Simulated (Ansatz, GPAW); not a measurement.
# Dielectric function and optical constants of SrCoS3 (model structure)

Aim: the dielectric function of SrCoS3 (model structure), and the optical constants that follow from it. The cell was made here by substitution or stacking, whether or not such a phase is known. It was built so: All O replaced by S in the Pm-3m structure of SrCoO3. The cell is first relaxed with Ansatz.

Program: GPAW 26.7.0. Level of theory: DFT, LDA, plane-wave PAW (GPAW data sets), scalar-relativistic, RPA, optical limit. Results are calculated unless marked as measured.

Report form: the programs' logs are mostly left out.

### Step 1. The structure

The structure is cubic, space group Pm-3m (No. 221). Conventional cell: a = 4.606 Å, b = 4.606 Å, c = 4.606 Å, α = 90.00°, β = 90.00°, γ = 90.00°. Sr has 12 S at 3.26 Å nearest. Nearest to Co lie 6 S at 2.30 Å. Nearest to S lie 2 Co at 2.30 Å and 4 Sr at 3.26 Å. All O replaced by S in the Pm-3m structure of SrCoO3. Farther neighbours and most contacts between anions are not listed.

### Step 2. Relaxation

The structure was built or cut out here, so it is relaxed before any spectrum is computed.

This step: DFT, LDA, plane-wave PAW, default files, scalar-relativistic, relaxation (Ansatz 0.2.0).

The input, input.yaml:

```yaml
crystal:
  lattice:
    - [4.60574618, 0.0, 0.0]
    - [0.0, 4.60574618, 0.0]
    - [0.0, 0.0, 4.60574618]
  atoms:
    - { symbol: Sr, position: [0.0, 0.0, 0.0] }
    - { symbol: Co, position: [0.5, 0.5, 0.5], spin: 2.0 }
    - { symbol: S, position: [0.5, 0.0, 0.5] }
    - { symbol: S, position: [0.0, 0.5, 0.5] }
    - { symbol: S, position: [0.5, 0.5, 0.0] }
magnetization:
  spin_polarized: true
kpoints:
  mp_grid: { grid: [5, 5, 5] }
scf:
  occupations: { method: fermi_dirac, width: 0.05 }
hamiltonian:
  xc: lda
output:
  forces: true
  stress: true
relax:
  f_tol: 0.02
  max_steps: 50
  cell: {}
```

Command:

```sh
$ ansatz run input.yaml --threads 1 --pin off --max-ram 4096MiB --backend cpu --events-out ev --progress --plain --runs-dir out
```

The job ended after 19 s (1 thread of Arm Neoverse V2, shared host; peak memory 0.37 GiB).

The steps of the relaxation:

```tsv
step	energy less that of the first step (eV)	largest force component (eV/Å)	pressure (GPa)	volume (Å³)
1	0.0000	0.0000	-6.49	97.70
2	-0.1646	0.0000	-2.01	91.74
3	-0.1781	0.0000	0.36	89.30
4	-0.1784	0.0000	-0.01	89.67
5*	-0.1772	0.0000	-0.03	89.67
```

Relaxation steps marked * repeat the geometry before them on a plane-wave basis chosen anew for their cell, so energy and pressure can jump there.

Forces are held to the 48 operations that the run works with; a distortion that breaks them can't arise in this run.

```tsv
conventional cell, symmetrised	before	after	change
a (Å)	4.606	4.476	-2.8 %
b (Å)	4.606	4.476	-2.8 %
c (Å)	4.606	4.476	-2.8 %
volume (Å³/atom)	19.54	17.93	-8.2 %
```

The relaxed structure:

```cif
data_structure
_symmetry_space_group_name_H-M 'P 1'
_symmetry_Int_Tables_number 1
_cell_length_a 4.4759
_cell_length_b 4.4759
_cell_length_c 4.4759
_cell_angle_alpha 90.000
_cell_angle_beta 90.000
_cell_angle_gamma 90.000
_cell_volume 89.67
loop_
_atom_site_label
_atom_site_type_symbol
_atom_site_fract_x
_atom_site_fract_y
_atom_site_fract_z
_atom_site_occupancy
Sr1 Sr 0.00000 0.00000 0.00000 1
Co2 Co 0.50000 0.50000 0.50000 1
S3 S 0.50000 0.00000 0.50000 1
S4 S 0.00000 0.50000 0.50000 1
S5 S 0.50000 0.50000 0.00000 1
```

The relaxation ends with a pressure of -0.03 GPa.

### Step 3. Ground state

The self-consistent density comes first; it also tells whether there is a gap, which decides the occupations and the need for a Drude term.

This step: DFT, LDA, plane-wave PAW (GPAW data sets), scalar-relativistic, ground state (GPAW 26.7.0).

The input, gs.py:

```python
from ase import Atoms
from ase.dft.bandgap import bandgap
from gpaw import GPAW, PW, FermiDirac

atoms = Atoms(['Sr', 'Co', 'S', 'S', 'S'],
              cell=[[4.475885009900, 0.000000000000, 0.000000000000],
                    [0.000000000000, 4.475885009900, 0.000000000000],
                    [0.000000000000, 0.000000000000, 4.475885009900]],
              scaled_positions=[[1.000000000000, 0.000000000000, 0.000000000000],
                                [0.500000000000, 0.500000000000, 0.500000000000],
                                [0.500000000000, 1.000000000000, 0.500000000000],
                                [0.000000000000, 0.500000000000, 0.500000000000],
                                [0.500000000000, 0.500000000000, 1.000000000000]],
              pbc=[True, True, True])
atoms.set_initial_magnetic_moments([0.0, 2.0, 0.0, 0.0, 0.0])
atoms.calc = GPAW(mode=PW(450), xc='LDA', kpts={'size': (5, 5, 5), 'gamma': True},
                  occupations=FermiDirac(0.05), maxiter=150, txt='gs.txt')
print('energy (eV)', atoms.get_potential_energy())
print('Fermi level (eV)', atoms.calc.get_fermi_level())
print('valence electrons', atoms.calc.get_number_of_electrons())
print('gap (eV)', bandgap(atoms.calc, output=None)[0])
print('direct gap (eV)', bandgap(atoms.calc, direct=True, output=None)[0])
print('moments', atoms.get_magnetic_moments().round(3).tolist())
atoms.calc.write('gs.gpw')
```

Command:

```sh
$ OMP_NUM_THREADS=1 python gs.py
```

It took 22 s on 1 thread; peak memory 0.17 GiB.

This step gave:

| Quantity | Value |
| --- | --- |
| energy | -29.22 eV |
| Fermi energy | 7.159 eV |
| electrons | 37 |
| site moments | 0.01, 0.881, 0.137, 0.137, 0.137 μB |

There are states at the Fermi level within the smearing, so the occupations stay smeared and the carriers get a Drude term.

### Step 4. Bands for the response

At the fixed density, many empty bands are solved on the mesh of the response, since the spectrum sums over them.

This step: DFT, LDA, plane-wave PAW (GPAW data sets), scalar-relativistic, bands at fixed density (GPAW 26.7.0).

The input, nscf.py:

```python
from ase.dft.bandgap import bandgap
from gpaw import GPAW, FermiDirac

calc = GPAW('gs.gpw').fixed_density(kpts={'size': (8, 8, 8), 'gamma': True}, nbands=56, convergence={'bands': 50},
                                    occupations=FermiDirac(0.05), txt='nscf.txt')
print('gap (eV)', bandgap(calc, output=None)[0])
print('direct gap (eV)', bandgap(calc, direct=True, output=None)[0])
print('top band over the Fermi level (eV)', min(calc.get_eigenvalues(kpt=k)[49] for k in range(len(calc.get_ibz_k_points()))) - calc.get_fermi_level())
calc.write('full.gpw', mode='all')
```

Command:

```sh
$ OMP_NUM_THREADS=1 python nscf.py
```

Wall time 3.5 min (1 thread); peak memory 0.31 GiB.

### Step 5. Dielectric function, RPA

Local fields let the induced charge screen the field inside the cell, which as a rule lowers ε, most along directions where the density is uneven.

This step: DFT, LDA, plane-wave PAW (GPAW data sets), scalar-relativistic, RPA, optical limit (GPAW 26.7.0).

The input, df.py:

```python
from gpaw.response.df import DielectricFunction

df = DielectricFunction('full.gpw', frequencies={'type': 'nonlinear', 'domega0': 0.03, 'omega2': 8},
                        ecut=80,
                        eta=0.15,
                        nbands=50,
                        rate=0.03,
                        txt='df.txt')
for direction in ['x']:
    df.get_dielectric_function(xc='RPA', direction=direction, filename=f'df_{direction}.csv')
```

Command:

```sh
$ OMP_NUM_THREADS=1 python df.py
```

Wall time 38 s (1 thread); peak memory 0.75 GiB.

Sum at mesh points, not converged in k. Im ε, E ∥ x against photon energy; read off at these points:

```tsv
photon energy (eV)	Im ε, E ∥ x
0.50	76.3
1.00	25.1
1.50	10.2
2.00	6.36
2.50	4.64
3.00	3.35
3.50	2.68
4.00	2.57
4.50	3.82
5.00	5.36
5.42	6.31
5.50	6.19
6.00	4.32
6.50	4.11
7.00	3.24
7.50	3.22
8.00	2.96
8.50	3.37
9.00	4.45
9.09	4.58
9.50	3.99
10.00	3.82
10.50	3.32
11.00	2.80
11.50	2.57
12.00	2.14
12.50	1.72
13.00	1.43
13.50	1.25
14.00	1.12
14.50	1.08
15.00	1.07
15.50	1.10
16.00	1.07
16.50	1.12
17.00	0.977
17.50	0.983
18.00	0.970
18.50	0.875
19.00	0.785
```

Values under 1 per cm are given as 1; sum at mesh points, not converged in k. The absorption coefficient, E ∥ x by photon energy:

photon energy (eV), log10 absorption coefficient, E ∥ x (1/cm) and a bar from the least value:
```
    0.492        5.8 ###########
    1.010        5.8 #############
    1.486        5.8 #############
    1.985        5.8 ############
    2.508        5.8 ############
    3.018        5.7 #########
    3.510        5.6 ####
    3.980        5.5 
    4.516        5.7 ######
    4.981        5.8 #############
    5.515        6.0 ####################
    6.021        5.9 ###################
    6.494        6.0 ####################
    6.985        5.9 ##################
    7.496        5.9 ###################
    8.026        5.9 ##################
    8.516        6.0 ####################
    9.023        6.1 #########################
    9.483        6.1 ###########################
   10.026        6.2 #############################
   10.519        6.2 ##############################
   11.029        6.2 ##############################
   11.479        6.2 ##############################
   12.023        6.2 ##############################
   12.504        6.2 #############################
   13.000        6.1 ############################
   13.512        6.1 ##########################
   14.040        6.1 #########################
   14.493        6.0 ########################
   14.960        6.0 ########################
   15.536        6.0 ########################
   16.031        6.0 ########################
   16.541        6.1 #########################
   16.959        6.1 ########################
   17.496        6.1 #########################
   18.049        6.1 #########################
   18.504        6.1 #########################
   18.969        6.0 ########################
```

Sum at mesh points, not converged in k. The loss function −Im 1/ε at q → 0, E ∥ x by energy loss; read off at these points:

```tsv
energy loss (eV)	loss function −Im 1/ε at q → 0, E ∥ x
0.50	0.00386
1.00	0.0133
1.50	0.0253
2.00	0.0626
2.50	0.109
3.00	0.228
3.50	0.373
4.00	0.257
4.50	0.163
5.00	0.149
5.50	0.157
6.00	0.231
6.50	0.243
7.00	0.297
7.50	0.296
7.85	0.310
8.00	0.298
8.50	0.256
9.00	0.208
9.50	0.250
10.00	0.259
10.50	0.290
11.00	0.333
11.50	0.356
12.00	0.397
12.50	0.466
13.00	0.594
13.50	0.733
14.00	0.852
14.50	0.923
15.00	0.931
15.50	0.897
16.00	0.918
16.50	0.887
17.00	1.01
17.50	1.00
18.00	1.01
18.50	1.13
19.00	1.23
```

Sum at mesh points, not converged in k. Table of reflectivity at normal incidence, E ∥ x by photon energy; read off at these points:

```tsv
photon energy (eV)	reflectivity at normal incidence, E ∥ x (%)
0.50	91.0
1.00	83.5
1.50	79.9
2.00	67.8
2.50	58.6
3.00	41.8
3.50	21.8
4.00	13.6
4.50	19.3
5.00	25.3
5.50	31.2
5.77	31.9
6.00	27.7
6.50	28.0
7.00	21.0
7.50	20.5
8.00	17.6
8.50	19.0
9.00	24.2
9.50	26.4
10.00	29.3
10.50	30.4
11.00	30.5
11.50	30.8
12.00	32.6
12.50	33.4
13.00	29.9
13.50	25.6
14.00	23.0
14.50	18.3
15.00	16.6
15.50	14.8
16.00	14.4
16.50	15.3
17.00	14.7
17.50	14.6
18.00	14.2
18.50	14.8
19.00	13.5
```

The Im ε, E ∥ x has structure finer than the step of the table below, so its rows give means over 1 eV, whole bins alone (the curve runs from 0.305 to 19.3 eV). Peaks (eV: height): without local fields 5.4: 7.94, 9.0: 5.66; with local fields 5.4: 6.32, 9.1: 4.58.

Sum at mesh points, not converged in k. The Im ε, E ∥ x by photon energy; means over each step:

```tsv
photon energy (eV)	without local fields	with local fields
1	28.9	29.2
2	6.31	6.62
3	3.26	3.35
4	3.27	2.86
5	6.57	5.19
6	5.68	4.77
7	3.98	3.39
8	3.85	3.12
9	5.04	4.01
10	4.43	3.75
11	3.29	2.86
12	2.49	2.15
13	1.52	1.43
14	1.31	1.15
15	1.16	1.09
16	0.919	1.10
17	0.721	1.02
18	0.517	0.944
```

At chosen wavelengths:

```tsv
wavelength (nm)	n	k	R (%)	1/α
1064	1.66	5.672	83.1	15 nm
800	1.14	4.172	79.2	15 nm
633	1.05	3.068	69.2	16 nm
450	0.92	1.971	51.4	18 nm
365	1.10	1.222	25.4	24 nm
308	1.61	0.809	13.8	30 nm
193	1.50	1.432	27.7	11 nm
```

In reflection the computed colour is faintly yellow: x = 0.333, y = 0.352, luminous reflectivity 63 %.

### Step 6. What came out

In words: At this level (LDA, RPA) SrCoS3 is a metal. The mesh is too coarse to trust the carriers' weight, the reflectivity or the colour to better than tens of per cent. The cell shrank by 8.2 % in volume. In reflection the computed colour is faintly yellow: x = 0.333, y = 0.352, luminous reflectivity 63 %. The carriers' damping of 0.03 eV is typed, not computed; it shapes the response at the lowest energies. The magnetic state comes from one start and need not be the lowest. The curves end at 19 eV, about where the summed bands run out. In this version of GPAW the matrix elements of the optical limit are incomplete, which can lower ε − 1 by up to a tenth where first-row anions or d states rule, and shift it by more in d metals. GPAW's carrier term has the form −ωp²/(ω + i·rate)², which damps like twice the rate and fails at low energy, so the curves leave the lowest energies out. The sum runs over mesh points 0.18 Å⁻¹ apart with no interpolation, so peaks are partly noise of the mesh, and the Drude plasma energy, a sum over the Fermi surface, isn't converged.

[Machine, clock and banner lines and Python warnings are left out of the logs.]

[Logs are printed without paths, hosts, clocks, repeated set-up lines and the standing remarks that a program may print on its own settings, such as how far it seeks lower states.]

[Hosts, paths, dates, database ids (printed as entryN), source tags and the programs' standing remarks are cut or masked in the printed files.]
